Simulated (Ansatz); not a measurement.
# CsBiSe3 (model cell, started as cubic perovskite with Bi in the octahedra): following an unstable mode, part 2 of 2

Wanted: the energy along a soft mode of CsBiSe3 (model cell, started as cubic perovskite with Bi in the octahedra) and the structure at the end.

Ansatz 0.2.0; DFT PBE, scalar-relativistic, plane waves, PAW; PAW set soft_1.

So far. Step 4 (The mode frozen in, largest atomic shift 0.6 Å): The run ends at a pressure of -0.16 GPa, with forces up to 0.37 eV/Å. Step 5 (Energy along the mode, all amplitudes (two of the runs …): The lowest of the steps tried is the last one, at 0.6 Å, 13.0 meV/atom below the parent; the bottom of the well need not coincide with a step.

The structure was built from a prototype and need not be the compound's stable phase.

### Step 7. The new phase in its own primitive cell (continued)

Relaxation path:

```csv
step,energy less that of the first step (eV),largest force component (eV/Å),pressure (GPa),volume (Å³)
1,0.0000,0.0230,0.02,337.88
2,-0.0005,0.0107,-0.01,338.05
3,-0.0006,0.0040,-0.01,338.04
4,-0.0007,0.0034,0.00,337.94
5,-0.0007,0.0015,0.00,337.81
6,-0.0007,0.0007,0.00,337.76
7*,-0.0007,0.0007,0.00,337.76
```

Relaxation steps marked * repeat the geometry before them on a plane-wave basis chosen anew for their cell, so energy and pressure can jump there.

The run keeps the 8 symmetry operations that it works with, so distortions that break them were not tested.

```csv
"conventional cell, symmetrised",before,after,change
a (Å),11.732,11.714,-0.2 %
b (Å),12.475,12.525,+0.4 %
c (Å),4.617,4.604,-0.3 %
volume (Å³/atom),33.79,33.78,-0.0 %
```

The atoms that moved most (Å, as changes of fractional coordinates times the final cell):

```csv
atom,dx,dy,dz,length
Bi4,0.000,-0.010,0.000,0.010
Bi3,0.000,0.010,0.000,0.010
```

The relaxed structure:

```cif
data_structure
_symmetry_space_group_name_H-M 'P 1'
_symmetry_Int_Tables_number 1
_cell_length_a 8.5744
_cell_length_b 8.5744
_cell_length_c 4.6044
_cell_angle_alpha 90.000
_cell_angle_beta 90.000
_cell_angle_gamma 93.833
_cell_volume 337.76
loop_
_atom_site_label
_atom_site_type_symbol
_atom_site_fract_x
_atom_site_fract_y
_atom_site_fract_z
_atom_site_occupancy
Cs1 Cs 0.76632 0.76632 0.00000 1
Cs2 Cs 0.23368 0.23368 0.00000 1
Bi3 Bi 0.22526 0.77474 0.50000 1
Bi4 Bi 0.77474 0.22526 0.50000 1
Se5 Se 0.50000 0.00000 0.50000 1
Se6 Se 0.00000 0.50000 0.50000 1
Se7 Se 0.50000 0.50000 0.50000 1
Se8 Se 0.00000 0.00000 0.50000 1
Se9 Se 0.36593 0.63407 0.00000 1
Se10 Se 0.63407 0.36593 0.00000 1
```

Numbers from this step:

```
pressure        : 0.001946 GPa
volume per atom : 33.78 Å³
```

The largest force component left is 0.66 meV/Å and the pressure is 0.002 GPa, within the tolerances set. The cell now holds 33.78 Å³/atom.

### Step 8. Modes of the new phase, k-mesh 4×4×8

A relaxed structure may still be a saddle point, so its zone-centre modes are computed. No field response is asked, since the mesh shows no gap.

File input.yaml:

```yaml
crystal:
  lattice:
    - [5.85685615, -6.2623762752, 0.0]
    - [5.85685615, 6.2623762752, 0.0]
    - [0.0, 0.0, 4.6044433168]
  atoms:
    - { symbol: Cs, position: [0.7663168162, 0.7663168162, 0.0] }
    - { symbol: Cs, position: [0.2336831838, 0.2336831838, 0.0] }
    - { symbol: Bi, position: [0.2252617333, 0.7747382667, 0.5] }
    - { symbol: Bi, position: [0.7747382667, 0.2252617333, 0.5] }
    - { symbol: Se, position: [0.5, 0.0, 0.5] }
    - { symbol: Se, position: [0.0, 0.5, 0.5] }
    - { symbol: Se, position: [0.5, 0.5, 0.5] }
    - { symbol: Se, position: [0.0, 0.0, 0.5] }
    - { symbol: Se, position: [0.3659306517, 0.6340693483, 0.0] }
    - { symbol: Se, position: [0.6340693483, 0.3659306517, 0.0] }
kpoints:
  mp_grid: { grid: [4, 4, 8] }
hamiltonian:
  xc: pbe
  pseudopotentials: { kind: paw, azcp: { folder: soft_1 } }
scf:
  occupations: { method: methfessel_paxton, width: 0.2 }
output:
  eigenvalues: true
phonons:
  method: dfpt
```

The run is started by

```bash
$ ansatz run input.yaml --threads 4 --pin off --max-ram 16384MiB --backend cpu --events-out ev --progress --plain --runs-dir out
```

Elapsed: 20 min, on 4 threads of Arm Neoverse V1, shared host; peak memory 4.7 GiB; 78 min of CPU time.

This step gave:

```
sum-rule residual before enforcement                    : 2.09e-4 eV/Å²
point group                                             : mmm
highest optical mode at the zone centre (no LO-TO term) : 142.9 cm⁻¹
lowest optical zone-centre mode                         : -133.2 cm⁻¹
```

Patterns of degenerate modes are one choice out of their space. Modes at Γ, with each element's share of the kinetic energy (negative means imaginary):

```csv
mode,frequency (cm⁻¹),symmetry,Cs %,Bi %,Se %
1,-133.2,B3u,0,38,61
2,-79.3,B1u,1,0,99
3,-55.7,B3u,4,9,87
4,-53.4,B1g,20,8,73
5,-34.0,B2u,2,5,92
6,-33.0,B3g,0,34,66
7,0.0,acoustic,23,36,41
8,0.0,acoustic,23,36,41
9,0.0,acoustic,23,36,41
10,27.9,B1u,23,29,48
11,30.1,Au,0,0,100
12,40.3,B2u,30,23,47
13,42.2,B1u,26,0,74
14,46.6,B1g,56,40,3
15,48.3,B2g,100,0,0
16,51.1,B3u,3,7,89
17,55.1,B3u,11,9,80
18,61.0,B2u,42,0,58
19,72.3,Ag,73,19,8
20,76.2,B2u,2,4,94
21,77.0,B3u,5,0,95
22,79.5,B1g,24,52,24
23,79.8,B1u,27,1,72
24,86.1,B3g,0,66,34
25,98.5,Ag,24,72,3
26,102.1,B2u,0,31,69
27,104.5,B3u,52,0,47
28,104.6,B1u,0,33,66
29,123.3,Ag,3,9,89
30,142.9,B2u,0,0,100
```

Displacements in mode 1 (-133.2 cm⁻¹), the largest set to 1:
```
Cs1  0.04  0.00  0.00
Cs2  0.04  0.00  0.00
Bi3 -0.50  0.00  0.00
Bi4 -0.50  0.00  0.00
Se5  1.00 -0.20  0.00
Se6  1.00  0.20  0.00
Se7  0.20  0.00  0.00
Se8  0.17  0.00  0.00
Se9  0.07  0.00  0.00
Se10 0.07  0.00  0.00
```

Displacements in mode 12 (40.3 cm⁻¹), the largest set to 1:
```
Cs1  0.00  0.77  0.00
Cs2  0.00  0.77  0.00
Bi3  0.00 -0.53  0.00
Bi4  0.00 -0.53  0.00
Se5 -0.13  1.00  0.00
Se6  0.13  1.00  0.00
Se7  0.00 -0.10  0.00
Se8  0.00 -0.30  0.00
Se9  0.00 -0.69  0.00
Se10 0.00 -0.69  0.00
```

Before it was imposed, the acoustic sum rule was missed by 2.1e-4 eV/Å². Small misses are needed for a sound result but don't prove that mesh and cutoff are converged. The lowest optical mode is imaginary, 133.2i cm⁻¹, so the energy falls along it.

### Step 9. Outcome

| Property | Result |
| --- | --- |
| unstable mode of the parent | q = (0, -0.5, -0.5), 59i cm⁻¹ |
| depth at the lowest point sampled | 13.0 meV/atom |
| largest atomic shift at that point | 0.6 Å |
| space group reached (within 0.01 Å) | Cmmm |
| energy gained over the parent (first relaxation, on the mesh of the frozen mode) | 77.2 meV/atom |
| volume per atom, phase reached | 33.8 Å³ |
| lowest optical zone-centre mode, phase reached | -133 cm⁻¹ |
| highest optical mode at the zone centre (no LO-TO term), phase reached | 143 cm⁻¹ |

Along this mode the structure falls into Cmmm, 77.2 meV/atom below the parent. At the parent's cell the well is 13.02 meV/atom deep on the steps tried, with its lowest point at a shift of 0.6 Å. That is the last step tried, so the steps alone don't bracket the bottom of the well. Relaxing atoms and cell changes the gain by +64.21 meV/atom against the lowest step (energies at zero smearing). Most of the total comes from this relaxation. The new phase still has an imaginary mode at the zone centre of its cell, so it is a saddle point on the way to a lower structure. Of the 4 patterns followed to their end from this parent, this one ends 25.5 meV/atom above the lowest, Pmma. Each path keeps the symmetry of its pattern, so a lower phase may lie along a pattern not tried. With no gap, or one that is small against the smearing, the frequencies hang on the k mesh and the smearing, most of all near Kohn anomalies. A semilocal functional can close a gap that the real compound would have, so the metallic treatment may be an artefact of the level. Spin-orbit coupling is left out, which can matter for the heavy elements here. The starting cell was built on a prototype and not taken from a measurement, so the phase need not exist.

[Logs are printed without paths, hosts, clocks, repeated set-up lines and the standing remarks that a program may print on its own settings, such as how far it seeks lower states.]

[Hosts, paths, dates, database ids (printed as entryN), source tags and the programs' standing remarks are cut or masked in the printed files.]
